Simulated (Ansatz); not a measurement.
# Dielectric response of KF (001) films, part 2 of 5

Aim: the electronic and static ε of rocksalt KF (001) from films of three thicknesses in a field.

Ansatz 0.2.0; plane-wave DFT, PBE, Ansatz PAW (the session's first sound run).

So far. Step 2 (Relaxing the film, 6 atoms, units 3): The gap is 5.18 eV, with the valence edge 5.98 eV and the conduction edge 0.80 eV under the upper vacuum level.

**3. The relaxed film, single point, 6 atoms, units 3**

The film was relaxed beforehand; a single point on the relaxed positions gives its levels and potential.

File input.yaml:

```yaml
crystal:
  lattice:
    - [3.78302128, 0.0, 0.0]
    - [0.0, 3.78302128, 0.0]
    - [0.0, 0.0, 23.35]
  atoms:
    - { symbol: K, position: [0.5, 0.5, 0.3838057247] }
    - { symbol: F, position: [0.0, 0.0, 0.3846992617] }
    - { symbol: K, position: [0.0, 0.0, 0.4999999997] }
    - { symbol: F, position: [0.5, 0.5, 0.4999999957] }
    - { symbol: K, position: [0.5, 0.5, 0.6161942776] }
    - { symbol: F, position: [0.0, 0.0, 0.6153007406] }
kpoints:
  mp_grid: { grid: [8, 8, 1] }
hamiltonian:
  xc: pbe
scf:
  occupations: { method: fixed }
  convergence: { dr2_threshold: 1.0e-09 }
efield:
  axis: 3
  dipole_correction: true
  ramp_position: 0.97
  ramp_width: 0.06
output:
  eigenvalues: true
  write_potential: true
  write_density: true
  volumetric_format: npy
```

On the command line:

```bash
ansatz run input.yaml --threads 8 --pin off --max-ram 12288MiB --backend cpu --events-out ev --progress --plain --runs-dir out
```

Numbers of over 12 decimals in the logs are rounded to 6 here.

The program printed:

```text
[...]
Crystal: 6 atoms, lattice volume = 334.168 Å³
Basis set: ecut = 420 eV, 6495 PW (Γ)
Bands: 30, of which v1, the nominal top of the filled ones, is band 24 counted from 1 (23 counted from 0)
Symmetry: 8 space group operations
k-points: 15 of 64
[...]
SCF iter   1: F=—  HF=-7046.095347 eV  |F-HF|=—  |Δ(HF+E_count)|=         —  Δρ=6.22e-4  dr2=1.38e-3  ethr=1.77e-3  p=0.000 e·Å  D=2.75e-8 V/Å  ΔV_dip=-0.00 eV  dr2_dipole=5.80e-10  V_vac-E_F(+/−)=5.94/5.94 eV  ⟨swp⟩=5.5  Hψ=1759  notcnv=0  defer=46
[...]
SCF iter   8: F=-7046.095752 eV  HF=-7046.095752 eV  |F-HF|=7.24e-10  |Δ(HF+E_count)|=   4.03e-9  Δρ=2.42e-7  dr2=9.41e-11  ethr=2.08e-12  p=0.000 e·Å  D=1.55e-8 V/Å  ΔV_dip=-0.00 eV  dr2_dipole=7.35e-16  V_vac-E_F(+/−)=5.98/5.98 eV  ⟨swp⟩=13.5  Hψ=2177  notcnv=0
SCF 1 converged in 8 iterations: F = -7046.095752 eV  dr2 = 9.41e-11
[...]
SCF converged after 8 iterations
Free energy (F): -7046.095752 eV
[...]
Internal energy: -7046.095752 eV  (E = F + TS)
E sigma→0 (E₀):  -7046.095752 eV
Fermi energy:    -3.383201 eV
Dipole field:    D = 0.000000 V/Å  (p = 0.000000 e·Å, saw-weighted, corrected)
Work function:   Φ+ = 5.9832 eV   Φ− = 5.9831 eV
[...]
--- Band table (eV; the first three rows and the last of 15) ---
  k-point 0: bands = [... 20 lower, -3.3957, -3.3957, -3.3832, -3.3832, 1.7989, 1.9557, 2.7375, 3.4902, ... 2 higher]
  k-point 1: bands = [... 20 lower, -3.4821, -3.4677, -3.4400, -3.4279, 1.9899, 2.1258, 2.9170, 3.6665, ... 2 higher]
  k-point 2: bands = [... 20 lower, -3.6423, -3.5452, -3.5342, -3.5042, 2.5202, 2.6168, 3.4364, 4.1746, ... 2 higher]
  k-point 14: bands = [... 20 lower, -3.5226, -3.4879, -3.4879, -3.4286, 4.9301, 4.9301, 5.6789, 5.6789, ... 2 higher]
```

It took 1.9 s on 8 threads of Arm Neoverse V2, shared host; peak memory 0.76 GiB; 14 s of CPU time.

This step gave:

```yaml
dipole_along_the_normal: 8.06e-8 e·Å
electron_affinity_upper_face: 0.8011 eV
```

Running mean over 2.675 Å of the planar mean; the ramp of the sawtooth is left out. Table of electron's electrostatic potential energy less the highest filled level by z:

z (Å), electron's electrostatic potential energy less the highest filled level (eV) and a bar from the least value:
```
      3.0       5.98 ##############################
      3.5       5.98 ##############################
      4.0       5.98 ##############################
      4.5       5.98 ##############################
      5.0       5.98 ##############################
      5.5       5.98 ##############################
      6.0       5.97 ##############################
      6.5       5.92 ##############################
      7.0       5.60 ############################
      7.5       4.15 ##################
      8.0       2.21 ######
      8.5       1.39 #
      9.0       1.26 
      9.5       1.26 
     10.0       1.34 #
     10.5       1.36 #
     11.0       1.30 
     11.5       1.27 
     12.0       1.27 
     12.5       1.32 
     13.0       1.37 #
     13.5       1.31 
     14.0       1.25 
     14.5       1.28 
     15.0       1.50 ##
     15.5       2.73 #########
     16.0       4.71 ######################
     16.5       5.76 #############################
     17.0       5.94 ##############################
     17.5       5.97 ##############################
     18.0       5.98 ##############################
     18.5       5.98 ##############################
     19.0       5.98 ##############################
     19.5       5.98 ##############################
     20.0       5.98 ##############################
```

The gap is 5.18 eV, with the valence edge 5.98 eV and the conduction edge 0.80 eV under the upper vacuum level.

**4. Atoms held, 6 atoms, units 3, field 0.05 V/Å**

A sawtooth potential applies the field, turning back in the middle of the vacuum. With the dipole correction the typed value is the field outside the slab. The induced dipole is small, so the SCF threshold is tight.

input.yaml: that of step 3 with these lines changed.

```diff
@@ -18,3 +18,3 @@
   occupations: { method: fixed }
-  convergence: { dr2_threshold: 1.0e-09 }
+  convergence: { dr2_threshold: 1.0e-10 }
 efield:
@@ -24,4 +24,4 @@
   ramp_width: 0.06
+  amplitude: 0.05
 output:
-  eigenvalues: true
   write_potential: true
```

The program printed:

```text
[...]
Crystal: 6 atoms, lattice volume = 334.168 Å³
Basis set: ecut = 420 eV, 6495 PW (Γ)
Bands: 30, of which v1, the nominal top of the filled ones, is band 24 counted from 1 (23 counted from 0)
Symmetry: 8 space group operations
k-points: 15 of 64
[...]
SCF iter   1: F=—  HF=-7050.892382 eV  |F-HF|=—  |Δ(HF+E_count)|=         —  Δρ=5.93e-2  dr2=1.38e1  ethr=3.10e-3  p=0.035 e·Å  D=1.90e-2 V/Å  ΔV_dip=-0.44 eV  dr2_dipole=3.02e-4  V_vac-E_F(+/−)=13.89/13.27 eV  ⟨swp⟩=5.9  Hψ=1691  notcnv=0  defer=56
[...]
SCF iter  12: F=-7046.096168 eV  HF=-7046.096168 eV  |F-HF|=2.36e-11  |Δ(HF+E_count)|=  1.55e-10  Δρ=1.26e-7  dr2=2.17e-11  ethr=1.00e-12  p=0.017 e·Å  D=9.02e-3 V/Å  ΔV_dip=-0.21 eV  dr2_dipole=4.08e-15  V_vac-E_F(+/−)=6.34/5.48 eV  ⟨swp⟩=12.6  Hψ=1904  notcnv=0
SCF 1 converged in 12 iterations: F = -7046.096168 eV  dr2 = 2.17e-11
[...]
SCF converged after 12 iterations
[...]
Free energy (F): -7046.096168 eV
[...]
Internal energy: -7046.096168 eV  (E = F + TS)
E sigma→0 (E₀):  -7046.096168 eV
Fermi energy:    -3.322252 eV
Dipole field:    D = 0.009015 V/Å  (p = 0.016649 e·Å, saw-weighted, corrected)
Work function:   not extracted (applied field tilts the vacuum); planar V_es + V_field profile in the machine report
[...]
--- Band table (eV; the first three rows and the last of 15) ---
  k-point 0: bands = [... 20 lower, -3.4564, -3.4564, -3.3223, -3.3223, 1.6997, 2.0455, 2.6580, 3.5085, ... 2 higher]
  k-point 1: bands = [... 20 lower, -3.5011, -3.4785, -3.4129, -3.3667, 1.8818, 2.2252, 2.8359, 3.7224, ... 2 higher]
  k-point 2: bands = [... 20 lower, -3.6157, -3.6071, -3.4805, -3.4723, 2.3943, 2.7351, 3.3521, 4.2405, ... 2 higher]
  k-point 14: bands = [... 20 lower, -3.5698, -3.4383, -3.4383, -3.4047, 4.9246, 4.9246, 5.6786, 5.6786, ... 2 higher]
```

Elapsed: 2.2 s, on 8 threads; peak memory 0.75 GiB.

Numbers from this step:

```
gap on the k-mesh       : 5.022 eV
dipole along the normal : 0.01665 e·Å
```

The dipole is 0.0166 e·Å, and the gap on the mesh 5.022 eV.

**5. Atoms held, 6 atoms, units 3, field -0.05 V/Å**

input.yaml: that of step 4 with these lines changed.

```diff
@@ -24,3 +24,3 @@
   ramp_width: 0.06
-  amplitude: 0.05
+  amplitude: -0.05
 output:
```

The program printed:

```text
[...]
Crystal: 6 atoms, lattice volume = 334.168 Å³
Basis set: ecut = 420 eV, 6495 PW (Γ)
Bands: 30, of which v1, the nominal top of the filled ones, is band 24 counted from 1 (23 counted from 0)
Symmetry: 8 space group operations
k-points: 15 of 64
[...]
k-point 0: bands = [... 20 lower, -3.4564, -3.4564, -3.3223, -3.3223, 1.6997, 2.0455, 2.6580, 3.5085, ... 2 higher]
  k-point 1: bands = [... 20 lower, -3.5011, -3.4785, -3.4129, -3.3667, 1.8818, 2.2252, 2.8359, 3.7224, ... 2 higher]
  k-point 2: bands = [... 20 lower, -3.6157, -3.6071, -3.4805, -3.4723, 2.3943, 2.7351, 3.3521, 4.2405, ... 2 higher]
  k-point 14: bands = [... 20 lower, -3.5698, -3.4383, -3.4383, -3.4047, 4.9246, 4.9246, 5.6786, 5.6786, ... 2 higher]
[key lines of the parts left out:]
SCF converged after 12 iterations
Free energy (F): -7046.096168 eV
Fermi energy:    -3.322252 eV
Dipole field:    D = -0.009015 V/Å  (p = -0.016649 e·Å, saw-weighted, corrected)
```

It took 2.2 s on 8 threads; peak memory 0.76 GiB.

The dipole is -0.0166 e·Å, and the gap on the mesh 5.022 eV.

**6. Response with the atoms held, 6 atoms, units 3**

This step: plane-wave DFT, PBE, Ansatz PAW; response to a field along the normal, atoms held (Ansatz 0.2.0).

The two fields give this film's response with the atoms held: the electronic part.

Numbers from this step:

```yaml
equivalent_conductor_thickness_p_eps_0ae: 4.210 Å
distance_between_the_outer_atoms: 5.426 Å
thickness: 8.025 Å
```

Local field over the applied field, running mean. From the potentials at -0.05 and 0.05 V/Å; running mean over 2.675 Å, taken twice. Table of local field over applied field by z:

```tsv
z (Å)	local field over applied field
4.09	0.999
4.52	0.998
4.96	0.994
5.25	0.990
5.69	0.975
6.13	0.946
6.57	0.899
7.00	0.834
7.30	0.785
7.73	0.708
8.17	0.635
8.61	0.575
9.05	0.533
9.49	0.509
9.78	0.502
10.22	0.499
10.65	0.499
11.09	0.499
11.53	0.499
11.82	0.499
12.26	0.499
12.70	0.499
13.13	0.499
13.57	0.502
13.86	0.509
14.30	0.533
14.74	0.575
15.18	0.635
15.62	0.708
16.05	0.785
16.34	0.834
16.78	0.899
17.22	0.946
17.66	0.975
18.10	0.990
18.39	0.994
18.83	0.998
19.26	0.999
```

Electrons, planar mean, per unit field. Table of induced electron density by z:

```tsv
z (Å)	induced electron density (e/Å³ per V/Å)
4.09	8.7e-7
4.52	2.6e-6
4.96	7.1e-6
5.25	1.4e-5
5.69	3.6e-5
6.13	9.2e-5
6.57	2.3e-4
7.00	5.4e-4
7.30	9.6e-4
7.73	0.00214
8.17	0.00365
8.61	0.00172
9.05	2.8e-4
9.49	-0.00340
9.78	-0.00338
10.22	-7.1e-4
10.65	0.00217
11.09	0.00361
11.53	2.0e-5
11.82	-2.0e-5
12.26	-0.00361
12.70	-0.00217
13.13	7.1e-4
13.57	0.00338
13.86	0.00340
14.30	-2.8e-4
14.74	-0.00172
15.18	-0.00365
15.62	-0.00214
16.05	-9.6e-4
16.34	-5.4e-4
16.78	-2.3e-4
17.22	-9.2e-5
17.66	-3.6e-5
18.10	-1.4e-5
18.39	-7.1e-6
18.83	-2.6e-6
19.26	-8.7e-7
```

By hand: between -0.05 and 0.05 V/Å the dipole changes by 0.03330 e·Å, a slope of 0.3330 e·Å²/V. A perfect conductor of thickness t has p = ε₀AEt, so t = 180.95 × 0.3330 / 14.311 = 4.21 Å (e/ε₀ = 180.95 V·Å, A in Å²).

The induced dipole is that of a conductor 4.21 Å thick.

**7. Field on, atoms free, 6 atoms, field 0.05 V/Å**

This step: plane-wave DFT, PBE, Ansatz PAW (Ansatz 0.2.0).

Now the atoms may follow the field. A weak field makes forces of meV/Å to tens of meV/Å, so the force tolerance is set well below the usual one.

input.yaml: that of step 5 with these lines changed.

```diff
@@ -24,3 +24,6 @@
   ramp_width: 0.06
-  amplitude: -0.05
+  amplitude: 0.05
+relax:
+  f_tol: 0.0006
+  max_steps: 70
 output:
```

The program printed:

```text
[...]
Crystal: 6 atoms, lattice volume = 334.168 Å³
Basis set: ecut = 420 eV, 6495 PW (Γ), exchange–correlation on 54×54×320 points (8 copies of the dense FFT grid, shifted against one another)
Bands: 30, of which v1, the nominal top of the filled ones, is band 24 counted from 1 (23 counted from 0)
Symmetry: 8 space group operations
k-points: 15 of 64
[...]
SCF iter   1: F=—  HF=-7050.891907 eV  |F-HF|=—  |Δ(HF+E_count)|=         —  Δρ=5.93e-2  dr2=1.38e1  ethr=3.10e-3  p=0.035 e·Å  D=1.90e-2 V/Å  ΔV_dip=-0.44 eV  dr2_dipole=3.02e-4  V_vac-E_F(+/−)=13.89/13.27 eV  ⟨swp⟩=5.9  Hψ=1691  notcnv=0  defer=56
[...]
SCF iter  12: F=-7046.095930 eV  HF=-7046.095930 eV  |F-HF|=9.09e-13  |Δ(HF+E_count)|=  2.04e-10  Δρ=1.29e-7  dr2=2.28e-11  ethr=1.00e-12  p=0.017 e·Å  D=9.01e-3 V/Å  ΔV_dip=-0.21 eV  dr2_dipole=2.20e-15  V_vac-E_F(+/−)=6.34/5.48 eV  ⟨swp⟩=6.0  Hψ=2083  notcnv=0
SCF 1 converged in 12 iterations: F = -7046.095930 eV  dr2 = 2.28e-11
[...]
relax step   1: F+E_penalty+E_count = -7046.09593029 eV  Δ(F+E_penalty+E_count) = +0.000e0 eV  max|allowed force component| = 2.841e-2 eV/Å  Δτ_max = 0.0000 Å  (12 SCF iters, accepted)
[...]
SCF iter   8: F=-7046.094929 eV  HF=-7046.094929 eV  |F-HF|=9.00e-11  |Δ(HF+E_count)|=  5.97e-10  Δρ=2.52e-7  dr2=6.36e-11  ethr=1.00e-12  p=0.057 e·Å  D=3.11e-2 V/Å  ΔV_dip=-0.73 eV  dr2_dipole=8.21e-14  V_vac-E_F(+/−)=6.08/5.73 eV  ⟨swp⟩=6.0  Hψ=2078  notcnv=0
SCF 2 converged in 8 iterations: F = -7046.094929 eV  dr2 = 6.36e-11
relax step   2: F+E_penalty+E_count = -7046.09492943 eV  Δ(F+E_penalty+E_count) = +1.001e-3 eV  max|allowed force component| = 5.874e-2 eV/Å  Δτ_max = 0.0185 Å  (8 SCF iters, rejected (line search))
SCF iter   1: F=—  HF=-7046.097241 eV  |F-HF|=—  |Δ(HF+E_count)|=         —  Δρ=3.50e-4  dr2=1.45e-3  ethr=3.49e-5  p=0.057 e·Å  D=3.11e-2 V/Å  ΔV_dip=-0.73 eV  dr2_dipole=5.99e-4  V_vac-E_F(+/−)=6.08/5.74 eV  ⟨swp⟩=4.3  Hψ=957  notcnv=0  defer=60
[...]
SCF iter   8: F=-7046.096294 eV  HF=-7046.096294 eV  |F-HF|=5.46e-12  |Δ(HF+E_count)|=  4.07e-10  Δρ=1.84e-7  dr2=3.94e-11  ethr=1.00e-12  p=0.031 e·Å  D=1.69e-2 V/Å  ΔV_dip=-0.39 eV  dr2_dipole=3.73e-14  V_vac-E_F(+/−)=6.30/5.62 eV  ⟨swp⟩=6.0  Hψ=2132  notcnv=0
SCF 3 converged in 8 iterations: F = -7046.096294 eV  dr2 = 3.94e-11
relax step   3: F+E_penalty+E_count = -7046.09629363 eV  Δ(F+E_penalty+E_count) = -3.633e-4 eV  max|allowed force component| = 3.717e-4 eV/Å  Δτ_max = 0.0055 Å  (8 SCF iters, accepted)
NSCF: frozen V_eff on 15 k-points
[...]
SCF converged after 8 iterations
[...]
Free energy (F): -7046.096294 eV
[...]
Internal energy: -7046.096294 eV  (E = F + TS)
E sigma→0 (E₀):  -7046.096294 eV
Fermi energy:    -3.376415 eV
Dipole field:    D = 0.016893 V/Å  (p = 0.031197 e·Å, saw-weighted, corrected)
Work function:   not extracted (applied field tilts the vacuum); planar V_es + V_field profile in the machine report
[...]
--- Forces (eV/Å), atoms counted from 1 ---
  atom   1  K      0.00000000     0.00000000    -0.00016142
  atom   2  F      0.00000000     0.00000000    -0.00012197
  atom   3  K      0.00000000     0.00000000    -0.00031156
  atom   4  F      0.00000000     0.00000000    -0.00011731
  atom   5  K      0.00000000     0.00000000     0.00034133
  atom   6  F     -0.00000000     0.00000000     0.00037180
  max |Σ_I F_I| component: 8.76e-7 eV/Å
--- Band table (eV; the first three rows and the last of 15) ---
  k-point 0: bands = [... 20 lower, -3.4025, -3.4025, -3.3764, -3.3764, 1.7675, 1.9788, 2.7208, 3.5088, ... 2 higher]
  k-point 1: bands = [... 20 lower, -3.4862, -3.4623, -3.4469, -3.4210, 1.9538, 2.1537, 2.9001, 3.7080, ... 2 higher]
  k-point 2: bands = [... 20 lower, -3.6431, -3.5525, -3.5268, -3.5030, 2.4736, 2.6555, 3.4188, 4.2263, ... 2 higher]
  k-point 14: bands = [... 20 lower, -3.5258, -3.4848, -3.4848, -3.4275, 4.9299, 4.9299, 5.6787, 5.6787, ... 2 higher]
--- Relaxed structure (3 steps of the walk, 2 accepted, 0 SCFs on fresh bases) ---
  F+E_penalty+E_count = -7046.09629363 eV   max|allowed force component| = 3.717e-4 eV/Å
  atoms:
    - { symbol: K, position: [0.5, 0.5, 0.384033] }
    - { symbol: F, position: [0, 0.0, 0.384472] }
    - { symbol: K, position: [0, 0.0, 0.500104] }
    - { symbol: F, position: [0.5, 0.5, 0.499903] }
    - { symbol: K, position: [0.5, 0.5, 0.616422] }
    - { symbol: F, position: [0, 0.0, 0.615066] }
```

Run time: 4.4 s. Hardware: 8 threads; peak memory 0.75 GiB.

Step by step:

```tsv
step	energy less that of the first step (eV)	largest force component (eV/Å)
1	0.0000	0.0284
2	0.0010	0.0587
3	-0.0004	0.0004
```

Relaxation step 2 was tried and not accepted.

Forces are held to the 8 operations that the run works with; a distortion that breaks them can't arise in this run.

Final coordinates:

```xyz
6
Lattice="3.7830 0.0000 0.0000 0.0000 3.7830 0.0000 0.0000 0.0000 23.3500" Properties=species:S:1:pos:R:3
K     1.8915    1.8915    8.9672
F     0.0000    0.0000    8.9774
K     0.0000    0.0000   11.6774
F     1.8915    1.8915   11.6727
K     1.8915    1.8915   14.3935
F     0.0000    0.0000   14.3618
```

This step gave:

```
gap on the k-mesh       : 5.144 eV
dipole along the normal : 0.03120 e·Å
```

The relaxation took 3 steps and lowered the energy by 3.6e-4 eV; the largest force on the free atoms ends at 3.7e-4 eV/Å.

The dipole is 0.0312 e·Å, and the gap on the mesh 5.144 eV.

**8. Relaxing in the field, 6 atoms, field -0.05 V/Å**

The opposite sign, again from the field-free geometry; the difference of the two cancels what relaxes without a field.

input.yaml: that of step 7 with these lines changed.

```diff
@@ -24,3 +24,3 @@
   ramp_width: 0.06
-  amplitude: 0.05
+  amplitude: -0.05
 relax:
```

The program printed:

```text
[...]
Crystal: 6 atoms, lattice volume = 334.168 Å³
Basis set: ecut = 420 eV, 6495 PW (Γ), exchange–correlation on 54×54×320 points (8 copies of the dense FFT grid, shifted against one another)
Bands: 30, of which v1, the nominal top of the filled ones, is band 24 counted from 1 (23 counted from 0)
Symmetry: 8 space group operations
k-points: 15 of 64
[...]
--- Relaxed structure (4 steps of the walk, 3 accepted, 0 SCFs on fresh bases) ---
  F+E_penalty+E_count = -7046.09629375 eV   max|allowed force component| = 2.459e-4 eV/Å
  atoms:
    - { symbol: K, position: [0.5, 0.5, 0.383567] }
    - { symbol: F, position: [0, 0.0, 0.384924] }
    - { symbol: K, position: [0, 0.0, 0.499897] }
    - { symbol: F, position: [0.5, 0.5, 0.500096] }
    - { symbol: K, position: [0.5, 0.5, 0.615976] }
    - { symbol: F, position: [0, 0.0, 0.615539] }
[key lines of the parts left out:]
SCF converged after 5 iterations
Free energy (F): -7046.096294 eV
Fermi energy:    -3.376223 eV
Dipole field:    D = -0.016887 V/Å  (p = -0.031185 e·Å, saw-weighted, corrected)
```

Run time: 5.2 s. Hardware: 8 threads; peak memory 0.76 GiB.

Step by step:

```tsv
step	energy less that of the first step (eV)	largest force component (eV/Å)
1	0.0000	0.0284
2	0.0010	0.0587
3	-0.0004	0.0016
4	-0.0004	0.0002
```

Relaxation step 2 was tried and not accepted.

The run keeps the 8 symmetry operations that it works with, so distortions that break them were not tested.

The relaxed structure:

```xyz
6
Lattice="3.7830 0.0000 0.0000 0.0000 3.7830 0.0000 0.0000 0.0000 23.3500" Properties=species:S:1:pos:R:3
K     1.8915    1.8915    8.9563
F     0.0000    0.0000    8.9880
K     0.0000    0.0000   11.6726
F     1.8915    1.8915   11.6772
K     1.8915    1.8915   14.3830
F     0.0000    0.0000   14.3728
```

The relaxation took 4 steps and lowered the energy by 3.6e-4 eV; the largest force on the free atoms ends at 2.5e-4 eV/Å.

The dipole is -0.0312 e·Å, and the gap on the mesh 5.144 eV.

**9. Response with the atoms relaxed, 6 atoms, units 3**

This step: plane-wave DFT, PBE, Ansatz PAW; response to a field along the normal, atoms relaxed (Ansatz 0.2.0).

The two relaxed runs give the static response.

Numbers from this step:

```
equivalent conductor thickness p/(ε₀AE) : 7.888 Å
distance between the outer atoms        : 5.427 Å
```

Local field over the applied field, running mean. From the potentials at -0.05 and 0.05 V/Å; running mean over 2.675 Å, taken twice. Table of local field over applied field by z:

z (Å), local field over applied field and a bar from the least value:
```
      4.5      0.998 ##############################
      5.0      0.995 ##############################
      5.5      0.995 ##############################
      6.0      0.957 #############################
      6.5      0.855 ##########################
      7.0      0.703 #####################
      7.5      0.501 ###############
      8.0      0.300 #########
      8.5      0.110 ###
      9.0      0.020 #
      9.5     -0.008 
     10.0      0.050 ##
     10.5      0.115 ####
     11.0      0.187 ######
     11.5      0.211 #######
     12.0      0.208 ######
     12.5      0.165 #####
     13.0      0.096 ###
     13.5      0.031 #
     14.0      0.004 
     14.5      0.055 ##
     15.0      0.161 #####
     15.5      0.362 ###########
     16.0      0.560 #################
     16.5      0.753 #######################
     17.0      0.884 ###########################
     17.5      0.973 #############################
     18.0      0.993 ##############################
     18.5      0.996 ##############################
     19.0      0.999 ##############################
```

The induced dipole is that of a conductor 7.89 Å thick.

[end of part 2 of 5]

[Logs are printed without paths, hosts, clocks, repeated set-up lines and the standing remarks that a program may print on its own settings, such as how far it seeks lower states.]

[Hosts, paths, dates, database ids (printed as entryN), source tags and the programs' standing remarks are cut or masked in the printed files.]

[Maps of the electrostatic potential energy from Ansatz leave out the sawtooth potential of an applied field or a dipole correction, so their vacuum need not be flat; planar profiles and work functions include it.]
